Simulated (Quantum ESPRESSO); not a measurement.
# NiSO4: parallel and opposed starts

A self-consistent run ends on one state, which hangs on the start. Several orders of NiSO4 are started in Quantum ESPRESSO and their energies compared.

Main program and level: Quantum ESPRESSO 7.5; PBEsol with U = 6 eV on Ni d (ortho-atomic projectors); plane waves with GBRV 1.5 PBEsol potentials, no spin-orbit coupling.

**1. The starting structure**

The structure is orthorhombic, space group Cmcm (No. 63). Conventional cell: a = 5.155 Å, b = 7.842 Å, c = 6.338 Å, α = 90.00°, β = 90.00°, γ = 90.00°. Nearest to Ni lie 6 O at 1.99 to 2.05 Å. S has 4 O at 1.53 to 1.60 Å nearest. Nearest to O lie 1 S at 1.53 Å and 1 Ni at 1.99 Å. Nearest to O lie 1 S at 1.60 Å and 2 Ni at 2.05 Å. Farther neighbours and most contacts between anions are not listed.

The cell comes from the Crystallography Open Database.

**2. Start 1: ferro ++**

The signs are those of the starting moments on the seeded atoms, the atoms that are given a moment.

pw.in reads:

```
&CONTROL
  calculation = 'scf'
  prefix = 'pwscf'
  outdir = './tmp'
  pseudo_dir = './pseudo'
  disk_io = 'nowf'
/
&SYSTEM
  ibrav = 0
  nat = 12
  ntyp = 3
  ecutwfc = 40
  ecutrho = 280
  nbnd = 65
  occupations = 'smearing'
  smearing = 'fd'
  degauss = 0.00367493
  nspin = 2
  starting_magnetization(1) = 0.1111
  starting_magnetization(2) = 0
  starting_magnetization(3) = 0
/
&ELECTRONS
  conv_thr = 2.4d-08
  electron_maxstep = 150
  mixing_beta = 0.3
/
ATOMIC_SPECIES
Ni     58.6934 ni_pbesol_v1.4.uspp.F.UPF
S      32.0600 s_pbesol_v1.4.uspp.F.UPF
O      15.9990 o_pbesol_v1.2.uspp.F.UPF
CELL_PARAMETERS angstrom
   2.5775000000   -3.9210000000    0.0000000000
   2.5775000000    3.9210000000    0.0000000000
   0.0000000000    0.0000000000    6.3380000000
ATOMIC_POSITIONS crystal
Ni      0.0000000000    0.0000000000    0.0000000000
Ni      0.0000000000    0.0000000000    0.5000000000
S       0.6400000000    0.3600000000    0.2500000000
S       0.3600000000    0.6400000000    0.7500000000
O       0.7500000000    0.2500000000    0.0500000000
O       0.2500000000    0.7500000000    0.5500000000
O       0.2500000000    0.7500000000    0.9500000000
O       0.7500000000    0.2500000000    0.4500000000
O       0.7700000000    0.7300000000    0.2500000000
O       0.2300000000    0.2700000000    0.7500000000
O       0.7300000000    0.7700000000    0.7500000000
O       0.2700000000    0.2300000000    0.2500000000
K_POINTS automatic
6 6 6 0 0 0
HUBBARD {ortho-atomic}
U Ni-3d 6.0000
```

On the command line:

```sh
$ OMP_NUM_THREADS=1 mpirun -n 4 pw.x -nk 4 -in pw.in > pw.out
```

Log:

```text
Program PWSCF v.7.5 starts

     Message from routine setup:
     using ibrav=0 with symmetry is DISCOURAGED, use correct ibrav instead

     K-points division:     npool     =       4
     Subspace diagonalization in iterative solution of the eigenvalue problem:

     G-vector sticks info
     --------------------
     sticks:   dense  smooth     PW     G-vecs:    dense   smooth      PW
     Sum        1607     911    279                68401    29479    5077

     Using Slab Decomposition

     bravais-lattice index     =            0
     lattice parameter (alat)  =       8.8672  a.u.
     unit-cell volume          =     864.5186 (a.u.)^3
     number of atoms/cell      =           12
     number of atomic types    =            3
     number of electrons       =        96.00
     number of Kohn-Sham states=           65
     kinetic-energy cutoff     =      40.0000  Ry
     charge density cutoff     =     280.0000  Ry
     scf convergence threshold =      2.4E-08
     mixing beta               =       0.3000
     number of iterations used =            8  plain     mixing
     Exchange-correlation= SLA  PW   PSX  PSC
                           (   1   4  10   8   0   0   0)
     Hubbard projectors: ortho-atomic
     Hubbard parameters of DFT+U (Dudarev formulation) in eV:
     U(Ni-3d) =  6.0000

     Internal variables: lda_plus_u =T, lda_plus_u_kind = 0

     Internal variables: orbital_resolved =F, hub_pot_fix =F, apply_U = F

     celldm(1)=   8.867176  celldm(2)=   0.000000  celldm(3)=   0.000000
     celldm(4)=   0.000000  celldm(5)=   0.000000  celldm(6)=   0.000000

     crystal axes: (cart. coord. in units of alat)
               a(1) = (   0.549303  -0.835623   0.000000 )
               a(2) = (   0.549303   0.835623   0.000000 )
               a(3) = (   0.000000   0.000000   1.350721 )

     reciprocal axes: (cart. coord. in units 2 pi/alat)
               b(1) = (  0.910244 -0.598356  0.000000 )
               b(2) = (  0.910244  0.598356 -0.000000 )
               b(3) = ( -0.000000  0.000000  0.740345 )

     PseudoPot. # 1 for Ni read from file:
     ni_pbesol_v1.4.uspp.F.UPF
     Pseudo is Ultrasoft + core correction, Zval = 18.0
     Generated by new atomic code, or converted to UPF format
     Using radial grid of  865 points,  6 beta functions with:
                l(1) =   0
                l(2) =   0
                l(3) =   1
                l(4) =   1
                l(5) =   2
                l(6) =   2
     Q(r) pseudized with 10 coefficients,  rinner =    0.980   0.980   0.980
                                                       0.980   0.980

     PseudoPot. # 2 for S  read from file:
     s_pbesol_v1.4.uspp.F.UPF
     Pseudo is Ultrasoft + core correction, Zval =  6.0
     Generated by new atomic code, or converted to UPF format
     Using radial grid of  907 points,  6 beta functions with:
                l(1) =   0
                l(2) =   0
                l(3) =   1
                l(4) =   1
                l(5) =   2
                l(6) =   2
     Q(r) pseudized with  8 coefficients,  rinner =    1.300   1.300   1.300
                                                       1.300   1.300

     PseudoPot. # 3 for O  read from file:
     o_pbesol_v1.2.uspp.F.UPF
     Pseudo is Ultrasoft + core correction, Zval =  6.0
     Generated by new atomic code, or converted to UPF format
     Using radial grid of  737 points,  5 beta functions with:
                l(1) =   0
                l(2) =   0
                l(3) =   1
                l(4) =   1
                l(5) =   2
     Q(r) pseudized with  8 coefficients,  rinner =    0.900   0.900   0.900
                                                       0.900   0.900

     atomic species   valence    mass     pseudopotential
     Ni               18.00    58.69340     Ni( 1.00)
     S                 6.00    32.06000     S ( 1.00)
     O                 6.00    15.99900     O ( 1.00)

     Starting magnetic structure
     atomic species   magnetization
     Ni              0.111
     S               0.000
     O               0.000

      8 Sym. Ops., with inversion, found ( 4 have fractional translation)

   Cartesian axes

     site n.     atom                  positions (alat units)
         1        Ni     tau(   1) = (   0.0000000   0.0000000   0.0000000  )
         2        Ni     tau(   2) = (   0.0000000   0.0000000   0.6753607  )
         3        S      tau(   3) = (   0.5493033  -0.2339744   0.3376804  )
         4        S      tau(   4) = (   0.5493033   0.2339744   1.0130411  )
         5        O      tau(   5) = (   0.5493033  -0.4178115   0.0675361  )
         6        O      tau(   6) = (   0.5493033   0.4178115   0.7428968  )
         7        O      tau(   7) = (   0.5493033   0.4178115   1.2831854  )
         8        O      tau(   8) = (   0.5493033  -0.4178115   0.6078246  )
         9        O      tau(   9) = (   0.8239550  -0.0334249   0.3376804  )
        10        O      tau(  10) = (   0.2746517   0.0334249   1.0130411  )
        11        O      tau(  11) = (   0.8239550   0.0334249   1.0130411  )
        12        O      tau(  12) = (   0.2746517  -0.0334249   0.3376804  )

     number of k points=    52  Fermi-Dirac smearing, width (Ry)=  0.0037
                       cart. coord. in units 2pi/alat
        k(    1) = (   0.0000000   0.0000000   0.0000000), wk =   0.0046296
        k(    2) = (   0.0000000   0.0000000   0.1233908), wk =   0.0092593
        k(    3) = (   0.0000000   0.0000000   0.2467817), wk =   0.0092593
        k(    4) = (   0.0000000   0.0000000  -0.3701725), wk =   0.0046296
        k(    5) = (   0.1517073   0.0997260   0.0000000), wk =   0.0185185
        [... 47 further k-points ...]

     Dense  grid:    68401 G-vectors     FFT dimensions: (  48,  48,  64)

     Smooth grid:    29479 G-vectors     FFT dimensions: (  36,  36,  50)

     Check: negative core charge=   -0.000007
     Generating pointlists ...
     new r_m :   0.1746 (alat units)  1.5481 (a.u.) for type    1
     new r_m :   0.1348 (alat units)  1.1952 (a.u.) for type    2
     new r_m :   0.1348 (alat units)  1.1952 (a.u.) for type    3

     Initial potential from superposition of free atoms

     starting charge      91.9999, renormalised to      96.0000

     STARTING HUBBARD OCCUPATIONS:

     =================== HUBBARD OCCUPATIONS ===================
     ------------------------ ATOM    1 ------------------------
     Tr[ns(  1)] (up, down, total) =   5.00000  3.00000  8.00000
     Atomic magnetic moment for atom   1 =   2.00000
     [... lines left out ...]
     ------------------------ ATOM    2 ------------------------
     Tr[ns(  2)] (up, down, total) =   5.00000  3.00000  8.00000
     Atomic magnetic moment for atom   2 =   2.00000
     [... lines left out ...]
     Number of occupied Hubbard levels =   16.0000

     Atomic wfc used for Hubbard projectors are orthogonalized

     Starting wfcs are   66 randomized atomic wfcs

     Self-consistent Calculation

     iteration #  1     ecut=    40.00 Ry     beta= 0.30
     Davidson diagonalization with overlap
     ethr =  1.00E-02,  avg # of iterations =  4.8

     =================== HUBBARD OCCUPATIONS ===================
     ------------------------ ATOM    1 ------------------------
     Tr[ns(  1)] (up, down, total) =   4.76439  2.40580  7.17020
     Atomic magnetic moment for atom   1 =   2.35859
     [... lines left out ...]
     ------------------------ ATOM    2 ------------------------
     Tr[ns(  2)] (up, down, total) =   4.76439  2.40580  7.17020
     Atomic magnetic moment for atom   2 =   2.35859
     [... lines left out ...]
     Number of occupied Hubbard levels =   14.3404

     total energy              =    -989.13527012 Ry
     estimated scf accuracy    <      10.06700314 Ry

     total magnetization       =     4.56 Bohr mag/cell
     absolute magnetization    =     5.13 Bohr mag/cell

     iteration #  2     ecut=    40.00 Ry     beta= 0.30
     Davidson diagonalization with overlap
     ethr =  1.00E-02,  avg # of iterations =  2.2

     total energy              =    -991.35513225 Ry
     estimated scf accuracy    <       1.65853099 Ry

     total magnetization       =     3.95 Bohr mag/cell
     absolute magnetization    =     4.02 Bohr mag/cell

     iteration #  3     ecut=    40.00 Ry     beta= 0.30
     Davidson diagonalization with overlap
     ethr =  1.73E-03,  avg # of iterations =  1.8

     total energy              =    -991.59671599 Ry
     estimated scf accuracy    <       0.18529705 Ry

     total magnetization       =     4.00 Bohr mag/cell
     absolute magnetization    =     4.09 Bohr mag/cell

     [... further iterations left out ...]

     iteration # 15     ecut=    40.00 Ry     beta= 0.30
     Davidson diagonalization with overlap
     ethr =  4.97E-10,  avg # of iterations =  1.0

     total energy              =    -991.63967432 Ry
     estimated scf accuracy    <       0.00000023 Ry

     total magnetization       =     4.00 Bohr mag/cell
     absolute magnetization    =     4.09 Bohr mag/cell

     iteration # 16     ecut=    40.00 Ry     beta= 0.30
     Davidson diagonalization with overlap
     ethr =  2.36E-10,  avg # of iterations =  1.8

     total energy              =    -991.63967482 Ry
     estimated scf accuracy    <       0.00000011 Ry

     total magnetization       =     4.00 Bohr mag/cell
     absolute magnetization    =     4.09 Bohr mag/cell

     iteration # 17     ecut=    40.00 Ry     beta= 0.30
     Davidson diagonalization with overlap
     ethr =  1.17E-10,  avg # of iterations =  2.0

     total energy              =    -991.63967538 Ry
     estimated scf accuracy    <       0.00000004 Ry

     total magnetization       =     4.00 Bohr mag/cell
     absolute magnetization    =     4.09 Bohr mag/cell

     iteration # 18     ecut=    40.00 Ry     beta= 0.30
     Davidson diagonalization with overlap
     ethr =  3.80E-11,  avg # of iterations =  1.7

     Magnetic moment per site  (integrated on atomic sphere of radius R)
     atom   1 (R=0.175)  charge= 15.3554  magn=  1.7166
     atom   2 (R=0.175)  charge= 15.3554  magn=  1.7166
     atom   3 (R=0.135)  charge=  1.3623  magn=  0.0104
     atom   4 (R=0.135)  charge=  1.3623  magn=  0.0104
     atom   5 (R=0.135)  charge=  4.2013  magn=  0.0239
     atom   6 (R=0.135)  charge=  4.2013  magn=  0.0239
     atom   7 (R=0.135)  charge=  4.2013  magn=  0.0239
     atom   8 (R=0.135)  charge=  4.2013  magn=  0.0239
     atom   9 (R=0.135)  charge=  4.1840  magn=  0.0548
     atom  10 (R=0.135)  charge=  4.1840  magn=  0.0548
     atom  11 (R=0.135)  charge=  4.1840  magn=  0.0548
     atom  12 (R=0.135)  charge=  4.1840  magn=  0.0548

     End of self-consistent calculation

     =================== HUBBARD OCCUPATIONS ===================
     ------------------------ ATOM    1 ------------------------
     Tr[ns(  1)] (up, down, total) =   4.97237  3.21309  8.18546
     Atomic magnetic moment for atom   1 =   1.75927
     [... lines left out ...]
     ------------------------ ATOM    2 ------------------------
     Tr[ns(  2)] (up, down, total) =   4.97237  3.21309  8.18546
     Atomic magnetic moment for atom   2 =   1.75927
     [... lines left out ...]
     Number of occupied Hubbard levels =   16.3709

     Number of k-points >= 100: set verbosity='high' to print the bands.

     the Fermi energy is     8.0825 ev

!    total energy              =    -991.63967560 Ry
     estimated scf accuracy    <       0.00000001 Ry
     smearing contrib. (-TS)   =      -0.00000000 Ry
     internal energy E=F+TS    =    -991.63967560 Ry

     The total energy is F=E-TS. E is the sum of the following terms:
     one-electron contribution =    -699.42542236 Ry
     hartree contribution      =     397.13136386 Ry
     xc contribution           =    -144.96076042 Ry
     ewald contribution        =    -544.50167412 Ry
     Hubbard energy            =       0.11681743 Ry

     total magnetization       =     4.00 Bohr mag/cell
     absolute magnetization    =     4.09 Bohr mag/cell

     convergence has been achieved in  18 iterations

=------------------------------------------------------------------------------=
   JOB DONE.
=------------------------------------------------------------------------------=
```

Run time: 3.3 min. Hardware: 4 MPI ranks of Arm Neoverse V2, shared host; peak memory 1.1 GiB.

Spin moment in the atom's sphere by atom:

```tsv
atom	spin moment in the atom's sphere (μB)
Ni1	1.72
Ni2	1.72
S3	0.01
S4	0.01
O5	0.02
O6	0.02
O7	0.02
O8	0.02
O9	0.05
O10	0.05
O11	0.05
O12	0.05
```

Numbers from this step:

```yaml
smearing_term_ts: 3.58e-14 eV
magnetization: 4 μB
absolute_magnetization: 4.086 μB
final_state: ferromagnetic
```

Spin density in the bc plane of the conventional cell at fractional x = 0.000, with atoms of Ni and S and O within 0.2 Å of it.

Values in e/Å³, 9 rows by 16 columns, each cell a mean:
```
1.1 0.1 0.0 0.0 0.0 0.0 0.0 0.0 0.0 0.0 0.0 0.0 0.1 0.0 0.1 1.0
0.0 0.0 0.0 0.0 0.0 0.0 0.0 0.0 0.0 0.0 0.0 0.0 0.0 0.0 0.0 0.0
0.0 0.0 0.0 0.0 0.0 0.0 0.0 0.0 0.0 0.0 0.0 0.0 0.0 0.0 0.0 0.0
0.3 0.0 0.0 0.0 0.0 0.0 0.0 0.0 0.0 0.0 0.0 0.0 0.1 0.0 0.1 0.2
3.4 0.7 0.0 0.0 0.0 0.0 0.0 0.0 0.0 0.0 0.0 0.0 0.0 0.0 0.2 2.4
0.0 0.0 0.0 0.0 0.0 0.0 0.0 0.0 0.0 0.0 0.0 0.0 0.0 0.0 0.0 0.1
0.0 0.0 0.0 0.0 0.0 0.0 0.0 0.0 0.0 0.0 0.0 0.0 0.0 0.0 0.0 0.0
0.0 0.0 0.0 0.0 0.0 0.0 0.0 0.0 0.0 0.0 0.0 0.0 0.0 0.0 0.0 0.0
2.7 0.6 0.0 0.1 0.0 0.0 0.0 0.0 0.0 0.0 0.0 0.0 0.0 0.0 0.1 1.6
```
Columns run along b (7.8 Å), rows up along c (6.3 Å), edges of the conventional cell, whose origin can differ from the input's. Atoms in or near the plane, at fractional coordinates: Ni at (0.00, 0.00), Ni at (0.00, 0.50), S at (0.36, 0.25), S at (0.64, 0.75), O at (0.25, 0.05), O at (0.75, 0.55), O at (0.75, 0.95), O at (0.25, 0.45).

Valence density in the bc plane of the conventional cell at fractional x = 0.000, with atoms of Ni and S and O within 0.2 Å of it. It is the smooth field of the valence electrons, not physical close to the nuclei.

Ten steps, logarithmic in the rise over the least value, from '0' (0 e/Å³) to '9' (36 e/Å³), each cell a mean:
```
9621233200000125663248
5310011000001134553124
1100000000011233331001
0000000000012222210000
0000000000012222210000
1100000000011233321001
4310011000001134553124
9621233100000125663248
9722465310000014542159
7522565310000001221136
2111344321100000000012
0000123322100000000000
0000022222210000000000
0000123222100000000000
2111344321100000000012
7422565320000001221136
9722465310000013542159
```
Columns run along b (7.8 Å), rows up along c (6.3 Å), edges of the conventional cell, whose origin can differ from the input's. Atoms in or near the plane, at fractional coordinates: Ni at (0.00, 0.00), Ni at (0.00, 0.50), S at (0.36, 0.25), S at (0.64, 0.75), O at (0.25, 0.05), O at (0.75, 0.55), O at (0.75, 0.95), O at (0.25, 0.45).

(Continued in part 2 of 3.)

[Logs and program files are shortened in this print: banners, set-up blocks, solver, clock and traceback lines can be left out without a mark of their own.]

[Logs are printed without paths, hosts, clocks, repeated set-up lines and the standing remarks that a program may print on its own settings, such as how far it seeks lower states.]

[Hosts, paths, dates, database ids (printed as entryN), source tags and the programs' standing remarks are cut or masked in the printed files.]

[Where a cell is said to come from a database of computed structures, the database is the Materials Project.]
